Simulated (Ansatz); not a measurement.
Reflectivity of Ru (P6_3/mmc) at normal incidence (Ansatz, PBE, independent particles, without spin-orbit coupling, line width 0.1 eV (Gaussian), carrier damping 0.05 eV):

```tsv
E (eV)	R (%)
1.00	75.0
1.25	54.8
1.50	60.1
1.75	65.6
2.00	69.3
2.25	74.4
2.50	74.6
2.75	72.3
3.00	73.2
3.25	79.7
3.50	80.0
3.75	79.2
4.00	78.9
4.25	76.1
4.50	71.8
4.75	74.2
5.00	78.2
```

Task: What colour would a polished face show in daylight?

Result: Light grey: CIE x = 0.310, y = 0.334, luminous reflectivity 74 % under D65, from the mean over the axes.

[Logs are printed without paths, hosts, clocks, repeated set-up lines and the standing remarks that a program may print on its own settings, such as how far it seeks lower states.]
